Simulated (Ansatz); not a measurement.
# TiTe2 monolayer (2H): from the cell to its phonons, part 3 of 3

Task: relax TiTe2 monolayer (2H), then find its harmonic phonons.

Ansatz 0.2.0; DFT LDA, scalar-relativistic, plane waves, PAW; PAW set soft_1.

So far. Step 4 (Tight relaxation): The largest force component left is 0.0070 meV/Å, within the tolerances set. Step 5 (Modes at Γ): Before it was imposed, the acoustic sum rule was missed by 7.2e-5 eV/Å². Small misses are needed for a sound result but don't prove that mesh and cutoff are converged. The lowest optical mode is real, 63.9 cm⁻¹.

### 6. Response at finite wavevector

Stability and thermal properties need the whole zone. Linear response on a 4×4×1 q mesh gives force constants as far as a supercell of that size would.

Contents of input.yaml:

```yaml
crystal:
  lattice:
    - [3.60951161, 0.0, 0.0]
    - [-1.804755805, 3.1259287495, 0.0]
    - [0.0, 0.0, 31.0]
  atoms:
    - { symbol: Ti, position: [0.3333333333, 0.6666666667, 0.3225806452] }
    - { symbol: Te, position: [0.6666666667, 0.3333333333, 0.3800517037] }
    - { symbol: Te, position: [0.6666666667, 0.3333333333, 0.2651095866] }
  periodic: [true, true, false]
kpoints:
  mp_grid: { grid: [20, 20, 1] }
hamiltonian:
  xc: lda
  pseudopotentials: { kind: paw, azcp: { folder: soft_1 }, xc_functional: pbe }
scf:
  occupations: { method: methfessel_paxton, width: 0.2 }
output:
  eigenvalues: true
phonons:
  method: dfpt
  qmesh: [4, 4, 1]
  temperatures: { t_max: 1000, t_step: 50 }
  qpath:
    path:
      - [0.0, 0.0, 0.0]
      - [0.5, 0.0, 0.0]
      - [0.33333333, 0.33333333, 0.0]
      - [0.0, 0.0, 0.0]
    npoints: 10
```

Run with:

```console
> ansatz run input.yaml --threads 4 --pin off --max-ram 16384MiB --backend cpu --events-out ev --progress --plain --runs-dir out
```

Numbers of over 12 decimals in the logs are rounded to 6 here.

Output:

```text
[...]
Crystal: 3 atoms, lattice volume = 349.775 Å³
Basis set: ecut = 420 eV, 6715 PW (Γ), exchange–correlation on 50×50×432 points (8 copies of the dense FFT grid, shifted against one another)
Bands: 27, of which v1, the nominal top of the filled ones, is band 22 counted from 1 (21 counted from 0)
Symmetry: 12 space group operations
k-points: 44 of 400 (irreducible under 6 space group operations, time reversal used)
[...]
SCF iter   1: F=—  HF=-16106.951093 eV  |F-HF|=—  |Δ(HF+E_count)|=         —  Δρ=1.49e-2  dr2=2.50e0  ethr=3.10e-3  ⟨swp⟩=14.0  Hψ=8455  notcnv=0
[...]
SCF iter  11: F=-16106.444500 eV  HF=-16106.444500 eV  |F-HF|=1.13e-10  |Δ(HF+E_count)|=   1.87e-9  S|Δr|=    0.00e0  Δρ=2.16e-8  dr2=9.37e-13  ethr=1.00e-12  ⟨swp⟩=15.5  Hψ=9132  notcnv=0
SCF 1 converged in 11 iterations: F = -16106.444500 eV  dr2 = 9.37e-13
[...]
phonons: the bands overlap, so this run is a metal and interpolates without the dipole-dipole term. If the crystal is really an insulator or semiconductor, its LO-TO splitting is missing
NSCF: frozen V_eff on 44 k-points
[...]
DFPT response loops at q = (0, 0, 0) (fractional): preconditioner auto → none (partly filled bands, converged f_vac=0.749); β = 0.50; Broyden in place of MSR1
[...]
SCF converged after 11 iterations
[...]
Free energy (F): -16106.444500 eV
[...]
Internal energy: -16106.448824 eV  (E = F + TS)
E sigma→0 (E₀):  -16106.445581 eV
Entropy (-TS):   0.004324 eV (1.441 meV/atom)
Fermi energy:    -5.371549 eV
[...]
--- Band table (eV; the first three rows and the last of 44) ---
  k-point 0: bands = [... 18 lower, -6.0913, -6.0913, -5.2954, -5.2954, -4.7516, -2.2764, -2.2764, -2.1328, ... 1 higher]
  k-point 1: bands = [... 18 lower, -6.1892, -6.0769, -5.3430, -5.3408, -4.7559, -2.4186, -2.3199, -2.2521, ... 1 higher]
  k-point 2: bands = [... 18 lower, -6.4735, -6.0352, -5.4946, -5.4743, -4.7763, -2.7161, -2.7080, -2.3729, ... 1 higher]
  k-point 43: bands = [... 18 lower, -8.7257, -8.0187, -7.8540, -6.2340, -4.5978, -3.7610, -3.0558, -2.9064, ... 1 higher]
--- Phonons (Γ-DFPT): 6 representative perturbations + reference (Σ response iterations 25) ---
  ASR residual: 4.838e-5 → 0.000e0 eV/Å²; symmetrization residual: 1.555e-5 eV/Å²
[...]
ASR residual per site (eV/Å²): 2.25e-5 4.84e-5 4.10e-5
  Γ frequencies (cm⁻¹): 0.00 0.00 0.00 63.88 63.88 117.24 117.24 151.12 261.05
--- Phonons (arbitrary-q DFPT): 4 irreducible q on the 4×4×1 mesh ---
  q = [0.0000, 0.0000, 0.0000] (star 1, of the zone-centre solve; hermiticity 3.08e-6, symmetrization 6.03e-12, taken by the last average 2.64e-7): -0.00 -0.00 0.00 63.88 63.88 117.24 117.24 151.12 261.05
  q = [0.0000, 0.2500, 0.0000] (star 6, 9 solved perturbations on 210 of 400 k-point pairs; hermiticity 7.23e-6, symmetrization 5.29e-10, taken by the last average 1.74e-6): 28.47 53.47 73.77 90.14 97.31 137.24 193.52 222.51 245.82
[...]
q = [0.2500, 0.2500, 0.0000] (star 6, 6 solved perturbations in 1830 linear systems a pass and spin channel, the states on 400 of 400 k-point pairs; hermiticity 5.28e-6, symmetrization 3.56e-10, taken by the last average 4.73e-7): 54.40 88.99 105.24 106.84 114.08 130.95 184.04 215.44 272.13
  sum rule: each row above includes the acoustic sum rule's correction from the zone centre's row sums; it moved no ω² by more than (0.36 cm⁻¹)²
  mesh force constants: q→R imaginary residual 2.95e-18; ASR residual 4.838e-5 → 0.000e0 eV/Å²; symmetrization residual 8.882e-15 eV/Å²
  interpolated dispersion: 31 rows × 9 modes
  density of states and harmonic sums: on the 20×20×1 q-mesh, interpolated from the force constants of a 4×4×1 supercell (no non-analytic term)
  largest difference from the sums on the solved wave vectors: F 6.04e-2 eV, S 7.59e-5 and C_V 1.55e-5 eV/K
  zero-point energy: 0.073578 eV/cell   skipped modes (ω ≤ 0): 3   left out of the sums: 8.33e-4 of the cell's modes: C_V's classical limit lies that fraction below 3 k_B per atom; for a crystal, a wire or a layer, F and S can be off by more, and a phonons.interpolated_qmesh denser along its periods is the remedy for the sampling
```

Run time: 25 min. Hardware: 4 threads of Arm Neoverse V1, shared host; peak memory 7 GiB; 1.6 h of CPU time.

This step gave:

```yaml
sum_rule_residual_before_enforcement: 4.84e-5 eV/Å²
lowest_frequency_on_the_path: 0 cm⁻¹
highest_frequency_on_the_path_or_at_a_solved_wavevector: 277.9 cm⁻¹
mean_frequency: 132 cm⁻¹
highest_optical_mode_at_the_zone_centre_no_lo_to_term: 261.1 cm⁻¹
lowest_optical_zone_centre_mode: 63.88 cm⁻¹
lowest_mode_on_the_q_mesh_acoustic_modes_at_gamma_apart: 28.47 cm⁻¹
zero_point_energy_per_atom: 24.53 meV
heat_capacity_at_300_k: 23.91 J/(mol atoms K)
vibrational_entropy_at_300_k: 41.02 J/(mol atoms K)
```

Frequencies (cm⁻¹) solved at each irreducible wavevector; negative means imaginary. Frequencies by wavevector, by row:

```csv
q in reciprocal lattice units,star,mode 1,mode 2,mode 3,mode 4,mode 5,mode 6,mode 7,mode 8,mode 9
0 0 0,1,0,0,0,63.9,63.9,117.2,117.2,151.1,261.1
0 0.25 0,6,28.5,53.5,73.8,90.1,97.3,137.2,193.5,222.5,245.8
0 -0.5 0,3,61.5,76.4,77.8,114.5,116.9,136.7,165.6,200.9,277.9
0.25 0.25 0,6,54.4,89,105.2,106.8,114.1,130.9,184,215.4,272.1
```

Interpolated from a 4×4×1 q mesh. Phonon branches along the path, in cm⁻¹:

```csv
point,branch 1,branch 2,branch 3,branch 4,branch 5,branch 6,branch 7,branch 8,branch 9
Γ,0,0,0,64,64,117,117,151,261
halfway,28,54,74,90,97,137,194,222,246
M,62,76,78,114,117,137,166,201,278
halfway,60,88,104,108,116,132,174,210,275
K,72,98,100,111,122,127,179,216,272
halfway,29,66,86,97,100,135,205,214,256
Γ,0,0,0,64,64,117,117,151,261
```

The phonon branches as a text plot (rows in cm⁻¹):

```
    272 |             ******************************
    261 |***        **                              **       ****
    249 |   ****  **                                       **
    237 |       **                                    *****
    226 |       ****                                  ***
    214 |                          *******************   **
    203 |           ***************               ****
    191 |     **  **  **                       ***    ***
    179 |       **      **          ***********            **
    168 |   **            **********                     **
    156 |***  **                                             ****
    145 |   **                                             **
    133 |   ****************************   ******************
    122 |***              *******************                ****
    110 |           ********************************
     98 |         ****            ** *****************
     87 |       ****           ******        *****  *******
     75 |   ********************        ***       **  *******
     64 |*******    ****  ******  ******   ****     **   ********
     52 |         **    **      **             ***    ***
     41 |   **  **    **                          **     ****
     29 |     ********                              *****  **
     17 | ******                                         *******
      6 |***                                                 ****
         Γ                   M           K                      Γ
```

Tetrahedra on a 20×20×1 mesh, mean over bins of 5 cm-1. Interpolated from a 4×4×1 q mesh. Phonon density of states against wavenumber; read off at these points:

wavenumber (cm⁻¹), phonon density of states (1/cm⁻¹/cell) and a bar:
```
        2      0.001 
       18      0.015 ####
       28      0.023 #######
       42      0.024 #######
       52      0.031 #########
       68      0.048 ##############
       78      0.086 #########################
       82      0.064 ###################
       92      0.053 ###############
      108      0.089 ##########################
      112      0.090 ##########################
      122      0.006 #
      132      0.080 #######################
      138      0.102 ##############################
      148      0.002 
      158      0.004 #
      172      0.023 ######
      188      0.021 ######
      198      0.023 ######
      212      0.056 ################
      228      0.009 ##
      238      0.014 ####
      252      0.012 ###
      262      0.012 ###
      272      0.071 #####################
      278      0.033 #########
```

The partial phonon density of states has structure finer than the step of the table below, so its rows give means over 10 cm⁻¹, whole bins alone (the curve runs from -10 to 296 cm⁻¹). Peaks (cm⁻¹: height): Te 78.6: 0.0765, 113.2: 0.0907, 134.4: 0.108; Ti 57.4: 0.00992, 176.7: 0.029, 203.7: 0.0521, 273.0: 0.0611.

Phonopy on the run's constants, 19x19x1 mesh, Gaussian sigma 2.2 cm-1. Interpolated from a 4×4×1 q mesh. The partial phonon density of states by wavenumber; means over each step; values in 1/cm⁻¹/cell:

```csv
wavenumber (cm⁻¹),Te,Ti
0,9.7e-4,1.8e-4
10,0.00553,0.00105
20,0.0159,0.00326
30,0.0184,0.00447
40,0.0189,0.00506
50,0.0222,0.00650
60,0.0297,0.00788
70,0.0481,0.00439
80,0.0670,0.00357
90,0.0505,0.00285
100,0.0539,0.00344
110,0.0866,0.00477
120,0.0354,0.00224
130,0.0508,0.00268
140,0.0442,0.00428
150,0.00124,8.8e-4
160,0.00191,0.00417
170,0.00639,0.0129
180,0.00865,0.0230
190,0.00526,0.0175
200,0.00550,0.0307
210,0.00602,0.0444
220,0.00294,0.0173
230,0.00174,0.00752
240,0.00193,0.00938
250,0.00181,0.00991
260,0.00176,0.0112
270,0.00469,0.0366
280,0.00207,0.0178
290,7.5e-7,4.5e-6
```

Harmonic thermodynamic functions per atom, from the density of states. Interpolated from a 4×4×1 q mesh. Thermodynamic functions, by row:

```csv
T (K),F_vib (meV/atom),S (J/mol-atom/K),C_V (J/mol-atom/K)
0,24.53,0,0
100,16.89,17.09,18.26
200,-8.89,31.53,22.77
300,-46.78,41.02,23.91
400,-93.05,47.96,24.34
500,-145.7,53.42,24.55
600,-203.4,57.9,24.66
700,-265.5,61.71,24.73
800,-331.2,65.02,24.77
900,-400.1,67.94,24.8
1000,-471.9,70.55,24.83
```

Symmetry leaves 4 wavevectors to solve. The lowest mode among them, the acoustic zeros apart, lies at q = (0, 0.25, 0) and is real, 28.5 cm⁻¹.

### 7. Another isotope, element Te, natural mass 127.6 amu

An isotope changes the mass and not the force constants, so no new electronic calculation is needed; the shifts show which modes move this element.

The same force constants with the mass of Te changed from 127.600 to 129.906 u (phonopy, no LO-TO term). Both lists are sorted by frequency; levels can cross, so a row need not hold one and the same mode. Modes under 3 cm⁻¹ are left out. Isotope shifts, by row:

```csv
q,rank,natural mass (cm⁻¹),changed mass (cm⁻¹)
0 0 0,4,63.88,63.31
0 0 0,5,63.88,63.31
0 0 0,6,117.2,117.1
0 0 0,7,117.2,117.1
0 0 0,8,151.1,149.8
0 0 0,9,261,260.7
0 0.25 0,1,28.47,28.26
0 0.25 0,2,53.47,53.06
0 0.25 0,3,73.77,73.11
0 0.25 0,4,90.14,89.43
0 0.25 0,5,97.31,96.45
0 0.25 0,6,137.2,136.1
0 0.25 0,7,193.5,193.3
0 0.25 0,8,222.5,222.1
0 0.25 0,9,245.8,245.5
0 -0.5 0,1,61.52,61.15
0 -0.5 0,2,76.42,75.74
0 -0.5 0,3,77.78,77.15
0 -0.5 0,4,114.5,113.6
0 -0.5 0,5,116.9,115.8
0 -0.5 0,6,136.7,135.5
0 -0.5 0,7,165.6,165
0 -0.5 0,8,200.9,200.7
0 -0.5 0,9,277.9,277.6
0.25 0.25 0,1,54.4,54.05
0.25 0.25 0,2,88.99,88.27
0.25 0.25 0,3,105.2,104.4
0.25 0.25 0,4,106.8,105.9
0.25 0.25 0,5,114.1,113.1
0.25 0.25 0,6,130.9,129.8
0.25 0.25 0,7,184,183.6
0.25 0.25 0,8,215.4,215.3
0.25 0.25 0,9,272.1,271.9
```

A mode of this element alone would shift by -0.89 %. The highest zone-centre frequency without the field goes from 261.0 to 260.7 cm⁻¹ (-0.1 %). The product of the frequency ratios over all optical modes at Γ is 0.969; the product rule, (m/m′)^(3k/2) (M′/M)^(3/2) with k = 2 such atoms and M the mass of the cell, gives 0.969.

### 8. Isotope substitution, element Ti, natural mass 47.867 amu

The same for Ti, from 47.87 to 49.94 u.

A mode of this element alone would shift by -2.10 %. The highest zone-centre frequency without the field goes from 261.0 to 256.4 cm⁻¹ (-1.8 %). The product of the frequency ratios over all optical modes at Γ is 0.948; the product rule, (m/m′)^(3k/2) (M′/M)^(3/2) with k = 1 such atoms and M the mass of the cell, gives 0.948.

### 9. Outcome

| Item | Value |
| --- | --- |
| space group after relaxation (within 0.01 Å) | P-6m2 |
| area per atom | 3.76 Å² |
| electronic character | no gap on this mesh |
| highest optical mode at the zone centre (no LO-TO term) | 261 cm⁻¹ |
| lowest optical zone-centre mode | 63.9 cm⁻¹ |
| lowest mode on the q mesh (acoustic modes at Γ apart) | 28.5 cm⁻¹ |
| highest frequency on the path or at a solved wavevector | 278 cm⁻¹ |
| zero-point energy per atom | 24.5 meV |
| heat capacity at 300 K | 23.9 J/(mol atoms K) |
| vibrational entropy at 300 K | 41.0 J/(mol atoms K) |
| imaginary modes on the 4×4×1 q mesh | none |

**Reading.** The structure is a minimum as far as tested: no mode is imaginary at the 4 irreducible wavevectors of the 4×4×1 mesh, and the softest away from the acoustic zeros lies at 28 cm⁻¹. The optical modes at Γ span 64 to 261 cm⁻¹. The highest mode in this list at Γ, 261.0 cm⁻¹, is mostly motion of Ti (84 % of the kinetic energy). With no gap, or one that is small against the smearing, the frequencies hang on the k mesh and the smearing, most of all near Kohn anomalies. In a sheet or slab the interpolated bending branch near Γ is rough, since the rotational sum rule isn't imposed. A semilocal functional can close a gap that the real compound would have, so the metallic treatment may be an artefact of the level. Spin-orbit coupling is left out, which can matter for the heavy elements here. The PAW files were made for PBE and serve the other functionals too. The starting cell was built on a prototype and not taken from a measurement. These are harmonic frequencies at zero temperature: anharmonic shifts, linewidths and thermal expansion are left out.

[Logs are printed without paths, hosts, clocks, repeated set-up lines and the standing remarks that a program may print on its own settings, such as how far it seeks lower states.]

[Hosts, paths, dates, database ids (printed as entryN), source tags and the programs' standing remarks are cut or masked in the printed files.]
